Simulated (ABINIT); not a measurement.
# PbO (P4/nmm): G0W0 with ABINIT, start to end, part 3 of 3

Aim: the G0W0 gap of PbO (P4/nmm) on PBE, step by step.

ABINIT 10.8.3; PBE and many-body steps on it, plane waves. Known limits of the many-body steps: short of the basis limit; exchange with frozen shells missing; no spin-orbit coupling; coarse k mesh.

So far. Step 3 (Bands along the symmetry lines): The gap is 1.148 eV, −0.007 eV from the run before at this level. Step 4 (Empty states on the mesh, 4×4×2 mesh, 85 bands): On this mesh the gap is 1.154 eV.

The database entry behind the starting cell differs from other determinations of this structure, so it need not match the best structure at room temperature.

### 5. Screening, 4×4×2 mesh, 79 bands, screening to 108.8 eV

The RPA dielectric matrix is built and inverted for each q.

This step: RPA screening on PBE, plane waves, norm-conserving pseudopotentials.

Input file run.abi:

```
acell 3*1.0 Angstrom
rprim 
  3.974800000000 0.000000000000 0.000000000000
  0.000000000000 3.974800000000 0.000000000000
  0.000000000000 0.000000000000 5.022700000000
ntypat 2
znucl 82 8
natom 4
typat 1 1 2 2
xred 
  0.000000000000 0.500000000000 0.238514000000
  0.500000000000 0.000000000000 0.761486000000
  0.000000000000 0.000000000000 0.000000000000
  0.500000000000 0.500000000000 0.000000000000
pp_dirpath "pseudos"
pseudos "Pb.upf, O.upf"
ecut 36
ngkpt 4 4 2
nshiftk 1
shiftk 0 0 0
kptopt 1
chksymbreak 0
istwfk *1
occopt 1
irdwfk 1
optdriver 3
nband 79
ecuteps 4
inclvkb 2
awtr 1
symchi 1
indata_prefix "in"
outdata_prefix "out"
tmpdata_prefix "tmp"
```

Started as:

```sh
> OMP_NUM_THREADS=1 mpirun -n 8 abinit run.abi > log
```

Log:

```text
.Version 10.8.3 of ABINIT. v10.8.2 released Aug 2026.

 Symmetries : space group P4/n m m (#129); Bravais tP (primitive tetrag.)
[... echo of the input left out ...]
== DATASET  1 ==================================================================
-   mpi_nproc: 8, omp_nthreads: 1 (-1 if OMP is not activated)

--- !DatasetInfo
iteration_state: {dtset: 1, }
dimensions: {natom: 4, nkpt: 12, mband: 79, nsppol: 1, nspinor: 1, nspden: 1, mpw: 5556, }
cutoff_energies: {ecut:  36.0, pawecutdg:  -1.0, }
electrons: {nelect:   4.00000000E+01, charge:   0.00000000E+00, occopt:   1.00000000E+00, tsmear:   1.00000000E-02, }

 SCREENING: Calculation of the susceptibility and dielectric matrices

 Based on a program developped by R.W. Godby, V. Olevano, G. Onida, and L. Reining.
 Incorporated in ABINIT by V. Olevano, G.-M. Rignanese, and M. Torrent.
.Using double precision arithmetic ; gwpc =  8

[... cell and pseudopotentials left out ...]
--------------------------------------------------------------------------------

 ==== K-mesh for the wavefunctions ====
 Number of points in the irreducible wedge :    12
[... list of points left out ...]
 Together with 16 symmetry operations and time-reversal symmetry
 yields    32 points in the full Brillouin Zone.

 ==== Q-mesh for the screening function ====
 Number of points in the irreducible wedge :    12
[... list of points left out ...]
 Together with 16 symmetry operations and time-reversal symmetry
 yields    32 points in the full Brillouin Zone.

 setmesh: FFT mesh size selected  =    30x   30x   36
          total number of points  =        32400

 vcoul_init : cutoff-mode = AUXILIARY_FUNCTION
 q-points for optical limit:   1
     1)      0.000010    0.000020    0.000030

- screening: taking advantage of time-reversal symmetry
- Maximum band index for partially occupied states nbvw = 20
- Remaining bands to be divided among processors   nbcw = 59
- Number of bands treated by each node ~7

 Number of electrons calculated from density =   40.0000; Expected =   40.0000
 average of density, n =  0.074696
 r_s =    1.4730
 omega_plasma =   26.3635 [eV]

 calculating chi0 at frequencies [eV] :
  1    0.000000E+00    0.000000E+00
  2    0.000000E+00    2.636352E+01

--------------------------------------------------------------------------------
  q-point number  1        q = ( 0.000000, 0.000000, 0.000000) [r.l.u.]
--------------------------------------------------------------------------------
[... chi0 elements left out ...]
 For q-point:  0.000010 0.000020 0.000030
  dielectric constant =   6.4940
  dielectric constant without local fields =   7.3781

  Average fulfillment of the sum rule on Im[epsilon] for q-point    1 :     55.79  [%]
[... wings left out ...]
  q-point number  2        q = ( 0.250000, 0.000000, 0.000000) [r.l.u.]
--------------------------------------------------------------------------------
[... chi0 elements left out ...]
  Average fulfillment of the sum rule on Im[epsilon] for q-point    2 :     79.48  [%]

 [... 10 further q-points ...]
```

Wall time 23 s (8 MPI ranks of Arm Neoverse V2, shared host); peak memory 2.3 GiB; 3 min of CPU time.

Numbers from this step:

| Item | Value |
| --- | --- |
| ε∞ with local fields, on this mesh | 6.494 |
| ε∞ without local fields, on this mesh | 7.378 |
| plasma frequency | 26.36 eV |
| plane waves in the screening matrix | 213 |

Local fields lower ε∞ by 12 %. On a Γ-centred mesh this coarse the value itself is usually too large, while a short band sum pulls it down.

### 6. Self-energy, 4×4×2 mesh, 79 bands, screening to 108.8 eV

The self-energy is evaluated for the states that the input lists, and the quasiparticle equation is solved.

This step: G0W0 on PBE, plane waves, norm-conserving pseudopotentials.

Changes to run.abi since step 5:

```diff
@@ -25,8 +25,17 @@
 irdwfk 1
-optdriver 3
+optdriver 4
 nband 79
+gwcalctyp 0
+ecutsigx 36
+symsigma 1
+nkptgw 2
+kptgw 
+  0.0000000000 0.0000000000 0.0000000000
+  0.5000000000 0.5000000000 0.0000000000
+bdgw 
+  18 22
+  19 22
 ecuteps 4
-inclvkb 2
-awtr 1
-symchi 1
+irdscr 1
+ppmodel 1
 indata_prefix "in"
```

Log:

```text
.Version 10.8.3 of ABINIT. v10.8.2 released Aug 2026.

 Symmetries : space group P4/n m m (#129); Bravais tP (primitive tetrag.)
[... echo of the input left out ...]
== DATASET  1 ==================================================================
-   mpi_nproc: 8, omp_nthreads: 1 (-1 if OMP is not activated)

--- !DatasetInfo
iteration_state: {dtset: 1, }
dimensions: {natom: 4, nkpt: 12, mband: 79, nsppol: 1, nspinor: 1, nspden: 1, mpw: 5556, }
cutoff_energies: {ecut:  36.0, pawecutdg:  -1.0, }
electrons: {nelect:   4.00000000E+01, charge:   0.00000000E+00, occopt:   1.00000000E+00, tsmear:   1.00000000E-02, }

 SIGMA: Calculation of the GW corrections

 Based on a program developped by R.W. Godby, V. Olevano, G. Onida, and L. Reining.
 Incorporated in ABINIT by V. Olevano, G.-M. Rignanese, and M. Torrent.
.Using double precision arithmetic ; gwpc =  8

[... cell and pseudopotentials left out ...]
--------------------------------------------------------------------------------

 ==== K-mesh for the wavefunctions ====
 Number of points in the irreducible wedge :    12
[... list of points left out ...]
 Together with 16 symmetry operations and time-reversal symmetry
 yields    32 points in the full Brillouin Zone.

 ==== Q-mesh for screening function ====
 Number of points in the irreducible wedge :    12
[... list of points left out ...]
 Together with 16 symmetry operations and time-reversal symmetry
 yields    32 points in the full Brillouin Zone.

 vcoul_init : cutoff-mode = AUXILIARY_FUNCTION
 q-points for optical limit:   1
     1)      0.000010    0.000020    0.000030
 setmesh: FFT mesh size selected  =    48x   48x   60
          total number of points  =       138240

 Number of electrons calculated from density =   40.0000; Expected =   40.0000
 average of density, n =  0.074696
 r_s =    1.4730
 omega_plasma =   26.3635 [eV]

 === KS Band Gaps ===
  >>>> For spin  1
   Minimum direct gap =   2.1454 [eV], located at k-point      :   0.5000  0.5000  0.0000
   Fundamental gap    =   1.1541 [eV], Top of valence bands at :   0.0000  0.0000  0.0000
                                       Bottom of conduction at :   0.5000  0.5000  0.0000
 SIGMA fundamental parameters:
 PLASMON POLE MODEL  1
 number of plane-waves for SigmaX                 5533
 number of plane-waves for SigmaC and W            213
 number of plane-waves for wavefunctions          5533
 number of bands                                    79
 number of independent spin polarizations            1
 number of spinorial components                      1
 number of k-points in IBZ                          12
 number of q-points in IBZ                          12
 number of symmetry operations                      16
 number of k-points in BZ                           32
 number of q-points in BZ                           32
 number of frequencies for dSigma/dE                 9
 frequency step for dSigma/dE [eV]                0.25
 number of omega for Sigma on real axis              0
 max omega for Sigma on real axis  [eV]           0.00
 zcut for avoiding poles [eV]                     0.10

 EPSILON^-1 parameters (SCR file):
 dimension of the eps^-1 matrix on file            213
 dimension of the eps^-1 matrix used               213
 number of plane-waves for wavefunctions          5533
 number of bands                                    79
 number of q-points in IBZ                          12
 number of frequencies                               2
 number of real frequencies                          1
 number of imag frequencies                          1

 matrix elements of self-energy operator (all in [eV])

 Perturbative Calculation

--- !SelfEnergy_ee
iteration_state: {dtset: 1, }
kpoint     : [   0.000,    0.000,    0.000, ]
spin       : 1
KS_gap     :    2.390
QP_gap     :    2.503
Delta_QP_KS:    0.113
data: !SigmaeeData |
     Band     E0 <VxcDFT>   SigX SigC(E0)      Z dSigC/dE  Sig(E)    E-E0       E
       18   2.152 -19.487 -24.320   5.194   0.753  -0.329 -19.215   0.272   2.423
       19   2.152 -19.487 -24.320   5.194   0.753  -0.329 -19.215   0.272   2.423
       20   3.759 -17.585 -20.161   2.819   0.785  -0.273 -17.394   0.191   3.950
       21   6.149 -11.801  -8.579  -2.855   0.828  -0.207 -11.496   0.304   6.453
       22   9.320 -10.680  -7.054  -3.238   0.828  -0.208 -10.359   0.321   9.641

--- !SelfEnergy_ee
iteration_state: {dtset: 1, }
kpoint     : [   0.500,    0.500,    0.000, ]
spin       : 1
KS_gap     :    2.145
QP_gap     :    1.826
Delta_QP_KS:   -0.319
data: !SigmaeeData |
     Band     E0 <VxcDFT>   SigX SigC(E0)      Z dSigC/dE  Sig(E)    E-E0       E
       19   2.767 -20.297 -24.830   5.143   0.753  -0.328 -19.837   0.460   3.227
       20   2.767 -20.297 -24.830   5.143   0.753  -0.328 -19.837   0.460   3.227
       21   4.913  -9.610  -6.789  -2.651   0.833  -0.200  -9.469   0.141   5.054
       22   4.913  -9.610  -6.789  -2.651   0.833  -0.200  -9.469   0.141   5.054

== END DATASET(S) ==============================================================
================================================================================

 -outvars: echo values of variables after computation  --------
           etotal      0.0000000000E+00
            nband          79
             nkpt          12
          spgroup         129
 [... the other variables as echoed above ...]

 Calculation completed.
```

Elapsed: 4.9 s, on 8 MPI ranks; peak memory 1.4 GiB.

This step gave:

```yaml
g0w0_gap_on_the_mesh: 1.104 eV
starting_gap_on_the_mesh: 1.154 eV
k_of_the_valence_top: 0, 0, 0
k_of_the_conduction_bottom: 0.5, 0.5, 0
z_at_the_valence_top: 0.785
z_at_the_conduction_bottom: 0.833
least_direct_g0w0_gap_on_the_computed_points: 1.827 eV
```

The gap on the mesh goes from 1.15 eV to 1.10 eV, a correction of −0.05 eV.

Limits: finite bands, cutoff and mesh; exchange with frozen shells missing; no spin-orbit coupling; coarse k mesh. v1 is the top filled band, c1 the lowest empty one. The levels before and after the correction (eV, zero at the valence-band top of each column):

```
           conduction bottom  valence top
Kohn-Sham               1.15         0.00
     G0W0               1.10         0.00
```

|  | level | energy (eV) |
| --- | --- | --- |
| Kohn-Sham | Γ v3-v2 | -1.607 |
| Kohn-Sham | Γ v1 | 0.000 |
| Kohn-Sham | Γ c1 | 2.390 |
| Kohn-Sham | Γ c2 | 5.561 |
| Kohn-Sham | (0.5 0.5 0) v2-v1 | -0.991 |
| Kohn-Sham | (0.5 0.5 0) c1-c2 | 1.154 |
| G0W0 | Γ v3-v2 | -1.527 |
| G0W0 | Γ v1 | 0.000 |
| G0W0 | Γ c1 | 2.503 |
| G0W0 | Γ c2 | 5.691 |
| G0W0 | (0.5 0.5 0) v2-v1 | -0.723 |
| G0W0 | (0.5 0.5 0) c1-c2 | 1.104 |

### 7. Where the time went

Times are wall times on 8 MPI ranks of Arm Neoverse V2, shared host, good to a factor of about two.

```csv
step,time,share,memory (GiB)
ground state,25 s,24 %,0.69
bands along the symmetry lines,24 s,23 %,0.69
empty states on the mesh,26 s,25 %,0.62
screening,23 s,22 %,2.3
self-energy,4.9 s,5 %,1.4
```

### 8. Summary of results

```
PBE gap              : 1.15 eV, indirect
G0W0 gap on the mesh : 1.10 eV
GW settings          : 4×4×2 mesh, 79 bands, screening to 108.8 eV, Godby-Needs plasmon pole
known limits         : short of the basis limit; exchange with frozen shells missing; no spin-orbit coupling; coarse k mesh
```

G0W0 moves the gap on the mesh from 1.15 eV to 1.10 eV (−0.05 eV), with Z of 0.79 and 0.83 at the edges. Local fields lower the RPA ε∞ on this mesh from 7.38 to 6.49; a Γ-centred mesh this coarse tends to raise both, most where the direct gap is narrow, while a short band sum lowers them. Bands and cutoff are finite, so the gap stands short of the basis limit, usually by up to a few tenths of an eV; the mesh is an error of its own. The 4×4×2 mesh is coarse for this cell, which bears on the long-range parts of exchange and screening. Where an edge is built on 6p states of lead, bismuth or thallium, scalar-relativistic gaps usually stand too wide, by a few tenths to over one eV. The norm-conserving file of at least one element keeps a d shell over frozen s and p shells of the same row. Exchange with those shells is missing from the self-energy, an error of 0.3 to 0.9 eV in cases checked, whose sign depends on which edge lies on those atoms. The many-body steps are scalar-relativistic: spin-orbit coupling is not in them.

[Long decimals in the printed logs are rounded to 6 places.]

[Logs are printed without paths, hosts, clocks, repeated set-up lines and the standing remarks that a program may print on its own settings, such as how far it seeks lower states.]

[Paths, hosts, dates, memory and timing lines, banners, echoed tables and standing remarks are left out of the program output; an Ansatz launch command may be rebuilt from the run's recorded settings. Measured values are a selection of at most five: reports struck by readers or far from the other reports are left out. None is set beside runs whose start may be inverted or whose files or cutoffs have a known fault.]

[Runs of the session that timed out or met a known fault of the program may be left out.]

[Hosts, paths, dates, database ids (printed as entryN), source tags and the programs' standing remarks are cut or masked in the printed files.]

[G0W0 gaps are taken among the corrected bands and points alone; a level outside them can change the order at an edge.]

[Where Ansatz stands beside ABINIT at settings called matched, ABINIT's density can come from a denser mesh and the files from another edition; pairs whose starting gaps differed by over 0.03 eV were left out, so agreement reads better than it is.]
